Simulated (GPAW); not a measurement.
## Ti2C(OH)2 MXene monolayer: work function by functional and basis

Wanted: work functions and dipole of Ti2C(OH)2 MXene monolayer, with the cost of each level.

Program: GPAW 26.7.0. Level of theory: GPAW, PAW setups; layer in a repeated cell with vacuum, relaxation of atoms and in-plane cell, in the first sound run; inputs show where later runs differ. Results are calculated unless marked as measured.

This is a report of a sequence of runs, with most program output left out.

**1. Starting point**

The cell holds 7 atoms: 2 H, 2 O, 2 Ti and 1 C. Cell: a = 3.100 Å, b = 3.100 Å, c = 24.603 Å, α = 90.0°, β = 90.0°, γ = 120.0°. Vacuum lies along c.

**2. Relaxation**

The atoms are relaxed first, since the surface dipole, and with it the work function, follows the positions of the outer layers.

run.py

```python
import json
import numpy as np
from ase import Atoms
from ase.filters import FrechetCellFilter
from ase.optimize import BFGS
from gpaw import GPAW, PW

slab = Atoms(
    ['H', 'O', 'Ti', 'C', 'Ti', 'O', 'H'],
    positions=[
        [-0.00000, 1.78992, 9.00000],
        [-0.00000, 1.78992, 9.98000],
        [1.55012, 0.89496, 11.07826],
        [0.00000, 0.00000, 12.30153],
        [-0.00000, 1.78992, 13.52480],
        [1.55012, 0.89496, 14.62306],
        [1.55012, 0.89496, 15.60306]],
    cell=[[3.10024, 0.0, 0.0], [-1.55012, 2.68489, 0.0], [0.0, 0.0, 24.6031]],
    pbc=[True, True, True])

slab.calc = GPAW(mode=PW(600), xc='PBE', kpts={'size': (12, 12, 1), 'gamma': True},
                 occupations={'name': 'fermi-dirac', 'width': 0.05}, nbands='160%',
                 convergence={'density': 1e-05}, maxiter=200,
                 symmetry={'tolerance': 1e-3}, txt='slab.txt')
result = {}
# The in-plane cell is free; stress needs a cell that repeats along all three vectors
path = []
opt = BFGS(FrechetCellFilter(slab, mask=[1, 1, 0, 0, 0, 1]), maxstep=0.2)
opt.attach(lambda: path.append((slab.get_potential_energy(), slab.positions.tolist(), slab.get_forces().tolist())))
result['relaxed'] = bool(opt.run(fmax=0.02, steps=45))
result['path'] = path
result['cell'] = slab.cell.tolist()
print('in-plane lattice', slab.cell.cellpar().round(4)[[0, 1, 5]])
energy = slab.get_potential_energy()
fermi = slab.calc.get_fermi_level()
v = slab.calc.get_electrostatic_potential().mean((0, 1)) - fermi
n = slab.calc.get_pseudo_density().mean((0, 1))
L = slab.cell[2, 2]
z = np.arange(len(v)) * L / len(v)
low, high = slab.positions[:, 2].min(), slab.positions[:, 2].max()
below, above = np.interp([low - 6.8, high + 6.8], z, v)
slopes = [np.interp(x, z, np.gradient(v, z)) for x in (low - 6.8, high + 6.8)]
eps = np.array([[slab.calc.get_eigenvalues(k, s) for k in range(len(slab.calc.get_ibz_k_points()))]
                for s in range(slab.calc.get_number_of_spins())]) - fermi
top, bottom = eps[eps < 0].max(), eps[eps > 0].min()
dipole = slab.get_dipole_moment()[2]
print(f'energy {energy:.4f} eV, Fermi level {fermi:.4f} eV, dipole {dipole:.5f} e A')
print(f'potential 6.8 A off the faces, from the Fermi level: lower {below:.4f} eV, upper {above:.4f} eV')
print(f'slope of the potential there: lower {slopes[0]:.5f}, upper {slopes[1]:.5f} eV/A')
print(f'nearest levels on the mesh: {top:.4f} and {bottom:.4f} eV')
print('magnetic moment', round(slab.get_magnetic_moment(), 3))
result.update(energy=energy, fermi=fermi, dipole=dipole, below=below, above=above, slopes=slopes, edges=[top, bottom],
              z=z.tolist(), v=v.tolist(), n=n.tolist(), positions=slab.positions.tolist(),
              forces=slab.get_forces(apply_constraint=False).tolist(), moments=slab.get_magnetic_moments().tolist())
json.dump(result, open('result.json', 'w'))
```

On the command line:

```
OMP_NUM_THREADS=1 OPENBLAS_NUM_THREADS=1 python run.py
```

It took 27 min on 1 thread of Arm Neoverse V1, shared host; peak memory 0.65 GiB.

This run has no spin polarisation, although Ti can carry a moment.

Numbers from this step:

```yaml
dipole_along_the_normal: -5.98e-4 e·Å
levels_nearest_the_fermi_level_on_the_mesh: -0.01254, 0.05390 eV from the Fermi level
```

The electrostatic potential energy of an electron (without an applied field's), less the Fermi level, planar mean oscillates, so the rows of the table below give means over windows of 1.58 Å about each position, cut where the curve ends. Its maxima inside the range that stand out by 2 % of the span (Å: eV): 9.2: -0.389, 10.3: -5.85, 11.9: -8.02, 12.7: -8.02, 14.3: -5.84, 15.4: -0.379. Its minima: 8.9: -1.50, 9.8: -10.9, 11.2: -19.1, 12.3: -12.7, 13.4: -19.1, 14.8: -10.8, 15.7: -1.49.

Table of electrostatic potential energy of an electron (without an applied field's), less the Fermi level, planar mean by z; means over each step:

z (Å), electrostatic potential energy of an electron (without an applied field's), less the Fermi level, planar mean (eV) and a bar from the least value:
```
     0.79        2.0 ##############################
     2.37        2.0 ##############################
     3.95        2.0 ##############################
     5.53        1.9 ##############################
     7.11        1.6 #############################
     8.69       -0.3 #########################
    10.27       -9.5 #######
    11.85      -12.2 #
    13.43      -12.8 
    15.01       -4.8 ################
    16.59        0.7 ###########################
    18.17        1.8 ##############################
    19.75        2.0 ##############################
    21.33        2.0 ##############################
    22.91        2.0 ##############################
    24.49        2.0 ##############################
```

The pseudo valence density, planar mean oscillates, so the rows of the table below give means over windows of 1.23 Å about each position, cut where the curve ends. Its maxima inside the range that stand out by 2 % of the span (Å: e/Å³): 9.8: 0.941, 11.1: 1.51, 13.5: 1.51, 14.8: 0.941. Its minima: 10.4: 0.522, 12.5: 0.580, 14.2: 0.522.

Table of pseudo valence density, planar mean by z; means over each step:

```tsv
z (Å)	pseudo valence density, planar mean (e/Å³)
4.30	1.1e-4
5.54	4.7e-4
6.77	0.00178
8.00	0.0193
9.22	0.385
10.46	0.830
11.69	0.900
12.92	0.898
14.14	0.831
15.38	0.387
16.61	0.0196
17.83	0.00179
19.06	4.7e-4
20.29	1.1e-4
```

The relaxation lowered the energy of the cell by 0.403 eV (energies extrapolated to zero smearing; the optimiser's log prints free energies). The largest force left on a free atom is 0.0048 eV/Å.

**3. The slab's potential**

The work function is the vacuum plateau of the electrostatic potential less the Fermi level; a dipole layer lets the two faces have plateaus of their own.

This step: GPAW, PAW setups; slab in vacuum (GPAW 26.7.0).

The cell differs from the one that the last finished run ended in (c 24.603 → 24.828 Å).

run.py

```python
import json
import numpy as np
from ase import Atoms
from gpaw import GPAW, PW

slab = Atoms(
    ['H', 'O', 'Ti', 'C', 'Ti', 'O', 'H'],
    positions=[
        [-0.00000, 1.75328, 9.00000],
        [-0.00000, 1.75328, 9.97489],
        [1.51839, 0.87664, 11.25212],
        [0.00000, 0.00000, 12.41420],
        [-0.00000, 1.75328, 13.57628],
        [1.51839, 0.87664, 14.85351],
        [1.51839, 0.87664, 15.82840]],
    cell=[[3.03678, -0.0, 0.0], [-1.51839, 2.62993, 0.0], [0.0, 0.0, 24.8284]],
    pbc=[True, True, False])

slab.calc = GPAW(mode=PW(500), xc='PBE', kpts={'size': (12, 12, 1), 'gamma': True},
                 occupations={'name': 'fermi-dirac', 'width': 0.05}, nbands='160%',
                 convergence={'density': 1e-05}, maxiter=200,
                 poissonsolver={'dipolelayer': 'xy'},
                 symmetry={'tolerance': 1e-3}, txt='slab.txt')
result = {}
energy = slab.get_potential_energy()
fermi = slab.calc.get_fermi_level()
v = slab.calc.get_electrostatic_potential().mean((0, 1)) - fermi
n = slab.calc.get_pseudo_density().mean((0, 1))
L = slab.cell[2, 2]
z = np.arange(len(v)) * L / len(v)
low, high = slab.positions[:, 2].min(), slab.positions[:, 2].max()
below, above = np.interp([low - 6.8, high + 6.8], z, v)
slopes = [np.interp(x, z, np.gradient(v, z)) for x in (low - 6.8, high + 6.8)]
eps = np.array([[slab.calc.get_eigenvalues(k, s) for k in range(len(slab.calc.get_ibz_k_points()))]
                for s in range(slab.calc.get_number_of_spins())]) - fermi
top, bottom = eps[eps < 0].max(), eps[eps > 0].min()
dipole = slab.get_dipole_moment()[2]
print(f'energy {energy:.4f} eV, Fermi level {fermi:.4f} eV, dipole {dipole:.5f} e A')
print(f'potential 6.8 A off the faces, from the Fermi level: lower {below:.4f} eV, upper {above:.4f} eV')
print(f'slope of the potential there: lower {slopes[0]:.5f}, upper {slopes[1]:.5f} eV/A')
print(f'nearest levels on the mesh: {top:.4f} and {bottom:.4f} eV')
print('magnetic moment', round(slab.get_magnetic_moment(), 3))
result.update(energy=energy, fermi=fermi, dipole=dipole, below=below, above=above, slopes=slopes, edges=[top, bottom],
              z=z.tolist(), v=v.tolist(), n=n.tolist(), positions=slab.positions.tolist(),
              forces=slab.get_forces(apply_constraint=False).tolist(), moments=slab.get_magnetic_moments().tolist())
json.dump(result, open('result.json', 'w'))
```

Elapsed: 80 s, on 1 thread; peak memory 0.27 GiB.

Numbers from this step:

| Quantity | Value |
| --- | --- |
| dipole along the normal | 7.37e-6 e·Å |
| levels nearest the Fermi level on the mesh | -0.01275, 0.05386 eV from the Fermi level |
| upper work function | 2.015 eV |
| lower work function | 2.015 eV |

The electrostatic potential energy of an electron (without an applied field's), less the Fermi level, planar mean oscillates, so the rows of the table below give means over windows of 1.56 Å about each position, cut where the curve ends. Its maxima inside the range that stand out by 2 % of the span (Å: eV): 9.3: -0.385, 10.4: -5.86, 12.0: -8.04, 12.9: -8.04, 14.4: -5.86, 15.5: -0.385. Its minima: 9.0: -1.47, 10.0: -10.9, 11.2: -19.1, 12.4: -12.7, 13.6: -19.1, 14.8: -10.9, 15.8: -1.47.

Electrostatic potential energy of an electron (without an applied field's), less the Fermi level, planar mean against z; means over each step:

```tsv
z (Å)	electrostatic potential energy of an electron (without an applied field's), less the Fermi level, planar mean (eV)
0.78	2.02
2.34	2.01
3.90	2.01
5.46	1.97
7.02	1.70
8.58	0.0411
10.14	-7.17
11.70	-13.3
13.26	-13.3
14.82	-6.18
16.38	0.199
17.94	1.75
19.50	1.97
21.06	2.01
22.62	2.01
24.18	2.02
```

The pseudo valence density, planar mean oscillates, so the rows of the table below give means over windows of 1.29 Å about each position, cut where the curve ends. Its maxima inside the range that stand out by 2 % of the span (Å: e/Å³): 9.9: 0.926, 11.2: 1.54, 13.6: 1.54, 14.9: 0.926. Its minima: 10.5: 0.522, 12.7: 0.578, 14.3: 0.522.

Table of pseudo valence density, planar mean by z; means over each step:

```tsv
z (Å)	pseudo valence density, planar mean (e/Å³)
4.52	1.2e-4
5.80	5.7e-4
7.10	0.00236
8.38	0.0468
9.68	0.575
10.96	1.000
12.25	0.636
13.54	1.05
14.84	0.659
16.12	0.102
17.41	0.00383
18.71	8.1e-4
20.00	1.8e-4
21.29	3.6e-5
```

Force by atom:

```tsv
atom	x (eV/Å)	y (eV/Å)	z (eV/Å)	size
H1	0.0000	0.0000	-0.0998	0.0998
O2	0.0000	0.0000	0.0769	0.0769
Ti3	0.0000	0.0000	-0.0240	0.0240
C4	0.0000	0.0000	0.0000	0.0000
Ti5	0.0000	0.0000	0.0240	0.0240
O6	0.0000	0.0000	-0.0769	0.0769
H7	0.0000	0.0000	0.0998	0.0998
```

The potential is flat to 6.4e-4 eV/Å where it is read, so the vacuum is wide enough.

**4. Self-consistent run: xc = "LDA"**

The same geometry under LDA, to see how far the functional moves the levels against the vacuum.

run.py: that of step 3 with these lines changed.

```diff
@@ -18,3 +18,3 @@
 
-slab.calc = GPAW(mode=PW(500), xc='PBE', kpts={'size': (12, 12, 1), 'gamma': True},
+slab.calc = GPAW(mode=PW(500), xc='LDA', kpts={'size': (12, 12, 1), 'gamma': True},
                  occupations={'name': 'fermi-dirac', 'width': 0.05}, nbands='160%',
```

Wall time 75 s (1 thread); peak memory 0.27 GiB.

Numbers from this step:

| Item | Value |
| --- | --- |
| dipole along the normal | 8.29e-6 e·Å |
| levels nearest the Fermi level on the mesh | -0.01885, 0.04947 eV from the Fermi level |
| upper work function | 2.225 eV |
| lower work function | 2.225 eV |

The electrostatic potential energy of an electron (without an applied field's), less the Fermi level, planar mean oscillates, so the rows of the table below give means over windows of 1.56 Å about each position, cut where the curve ends. Its maxima inside the range that stand out by 2 % of the span (Å: eV): 9.3: -0.0846, 10.4: -5.44, 12.0: -7.70, 12.9: -7.70, 14.4: -5.44, 15.5: -0.0846. Its minima: 9.0: -1.20, 10.0: -10.6, 11.2: -18.7, 12.4: -12.4, 13.6: -18.7, 14.8: -10.6, 15.8: -1.20.

Table of electrostatic potential energy of an electron (without an applied field's), less the Fermi level, planar mean by z; means over each step:

z (Å), electrostatic potential energy of an electron (without an applied field's), less the Fermi level, planar mean (eV) and a bar from the least value:
```
     0.78        2.2 ##############################
     2.34        2.2 ##############################
     3.90        2.2 ##############################
     5.46        2.2 ##############################
     7.02        2.0 #############################
     8.58        0.3 ##########################
    10.14       -6.8 ############
    11.70      -12.9 
    13.26      -12.9 
    14.82       -5.8 ##############
    16.38        0.5 ###########################
    17.94        2.0 ##############################
    19.50        2.2 ##############################
    21.06        2.2 ##############################
    22.62        2.2 ##############################
    24.18        2.2 ##############################
```

The pseudo valence density, planar mean oscillates, so the rows of the table below give means over windows of 1.29 Å about each position, cut where the curve ends. Its maxima inside the range that stand out by 2 % of the span (Å: e/Å³): 9.9: 0.924, 11.2: 1.54, 13.6: 1.54, 14.9: 0.924. Its minima: 10.5: 0.524, 12.7: 0.577, 14.3: 0.524.

Table of pseudo valence density, planar mean by z; means over each step:

```tsv
z (Å)	pseudo valence density, planar mean (e/Å³)
4.52	9.7e-5
5.80	5.1e-4
7.10	0.00238
8.38	0.0466
9.68	0.574
10.96	1.00
12.25	0.635
13.54	1.05
14.84	0.659
16.12	0.102
17.41	0.00392
18.71	7.4e-4
20.00	1.5e-4
```

Force by atom:

```tsv
atom	x (eV/Å)	y (eV/Å)	z (eV/Å)	size
H1	0.000	0.000	-0.222	0.222
O2	0.000	0.000	0.895	0.895
Ti3	0.000	0.000	-0.038	0.038
C4	0.000	0.000	0.000	0.000
Ti5	0.000	0.000	0.038	0.038
O6	0.000	0.000	-0.895	0.895
H7	0.000	0.000	0.222	0.222
```

The upper face's work function is 2.225 eV, against 2.015 eV in the first plane-wave PBE run at this geometry.

**5. Self-consistent run: xc = "vdW-DF2"**

The same geometry under vdW-DF2, to see how far the functional moves the levels against the vacuum (the van der Waals functionals take revPBE setups).

run.py: that of step 4 with these lines changed.

```diff
@@ -18,3 +18,3 @@
 
-slab.calc = GPAW(mode=PW(500), xc='LDA', kpts={'size': (12, 12, 1), 'gamma': True},
+slab.calc = GPAW(mode=PW(500), xc='vdW-DF2', kpts={'size': (12, 12, 1), 'gamma': True},
                  occupations={'name': 'fermi-dirac', 'width': 0.05}, nbands='160%',
```

The job ended after 2 min (1 thread; peak memory 0.44 GiB).

Numbers from this step:

```yaml
dipole_along_the_normal: 7.05e-6 e·Å
levels_nearest_the_fermi_level_on_the_mesh: -0.01116, 0.04554 eV from the Fermi level
upper_work_function: 2.910 eV
lower_work_function: 2.910 eV
```

The upper face's work function is 2.910 eV, against 2.015 eV in the first plane-wave PBE run at this geometry.

**6. OptPBE vdW: xc = "optPBE-vdW"**

The same geometry under optPBE-vdW, to see how far the functional moves the levels against the vacuum (the van der Waals functionals take revPBE setups).

run.py: that of step 5 with these lines changed.

```diff
@@ -18,3 +18,3 @@
 
-slab.calc = GPAW(mode=PW(500), xc='vdW-DF2', kpts={'size': (12, 12, 1), 'gamma': True},
+slab.calc = GPAW(mode=PW(500), xc='optPBE-vdW', kpts={'size': (12, 12, 1), 'gamma': True},
                  occupations={'name': 'fermi-dirac', 'width': 0.05}, nbands='160%',
```

The job ended after 97 s (1 thread; peak memory 0.44 GiB).

This step gave:

| Quantity | Value |
| --- | --- |
| dipole along the normal | 7.16e-6 e·Å |
| levels nearest the Fermi level on the mesh | -0.01957, 0.04853 eV from the Fermi level |
| upper work function | 2.372 eV |
| lower work function | 2.372 eV |

The upper face's work function is 2.372 eV, against 2.015 eV in the first plane-wave PBE run at this geometry.

**7. Self-consistent run: xc = "revPBE"**

The same geometry under revPBE, to see how far the functional moves the levels against the vacuum.

run.py: that of step 6 with these lines changed.

```diff
@@ -18,3 +18,3 @@
 
-slab.calc = GPAW(mode=PW(500), xc='optPBE-vdW', kpts={'size': (12, 12, 1), 'gamma': True},
+slab.calc = GPAW(mode=PW(500), xc='revPBE', kpts={'size': (12, 12, 1), 'gamma': True},
                  occupations={'name': 'fermi-dirac', 'width': 0.05}, nbands='160%',
```

Run time: 77 s. Hardware: 1 thread; peak memory 0.27 GiB.

Numbers from this step:

```yaml
dipole_along_the_normal: 7.26e-6 e·Å
levels_nearest_the_fermi_level_on_the_mesh: -0.007801, 0.05207 eV from the Fermi level
upper_work_function: 1.883 eV
lower_work_function: 1.883 eV
```

The upper face's work function is 1.883 eV, against 2.015 eV in the first plane-wave PBE run at this geometry.

**8. Self-consistent run: xc = "RPBE"**

The same geometry under RPBE, to see how far the functional moves the levels against the vacuum.

run.py: that of step 7 with these lines changed.

```diff
@@ -18,3 +18,3 @@
 
-slab.calc = GPAW(mode=PW(500), xc='revPBE', kpts={'size': (12, 12, 1), 'gamma': True},
+slab.calc = GPAW(mode=PW(500), xc='RPBE', kpts={'size': (12, 12, 1), 'gamma': True},
                  occupations={'name': 'fermi-dirac', 'width': 0.05}, nbands='160%',
```

The job ended after 81 s (1 thread; peak memory 0.27 GiB).

This step gave:

```yaml
dipole_along_the_normal: 7.22e-6 e·Å
levels_nearest_the_fermi_level_on_the_mesh: -0.008505, 0.05324 eV from the Fermi level
upper_work_function: 1.901 eV
lower_work_function: 1.901 eV
```

The electrostatic potential energy of an electron (without an applied field's), less the Fermi level, planar mean oscillates, so the rows of the table below give means over windows of 1.56 Å about each position, cut where the curve ends. Its maxima inside the range that stand out by 2 % of the span (Å: eV): 9.3: -0.528, 10.4: -6.01, 12.0: -8.16, 12.9: -8.16, 14.4: -6.01, 15.5: -0.528. Its minima: 9.0: -1.61, 10.0: -11.1, 11.2: -19.3, 12.4: -12.9, 13.6: -19.3, 14.8: -11.1, 15.8: -1.61.

Table of electrostatic potential energy of an electron (without an applied field's), less the Fermi level, planar mean by z; means over each step:

z (Å), electrostatic potential energy of an electron (without an applied field's), less the Fermi level, planar mean (eV) and a bar from the least value:
```
     0.78        1.9 ##############################
     2.34        1.9 ##############################
     3.90        1.9 ##############################
     5.46        1.8 ##############################
     7.02        1.6 #############################
     8.58       -0.1 ##########################
    10.14       -7.3 ############
    11.70      -13.4 
    13.26      -13.4 
    14.82       -6.3 ##############
    16.38        0.1 ##########################
    17.94        1.6 #############################
    19.50        1.9 ##############################
    21.06        1.9 ##############################
    22.62        1.9 ##############################
    24.18        1.9 ##############################
```

The upper face's work function is 1.901 eV, against 2.015 eV in the first plane-wave PBE run at this geometry.

(Continued in part 2 of 2.)

[Logs are printed without paths, hosts, clocks, repeated set-up lines and the standing remarks that a program may print on its own settings, such as how far it seeks lower states.]

[Hosts, paths, dates, database ids (printed as entryN), source tags and the programs' standing remarks are cut or masked in the printed files.]
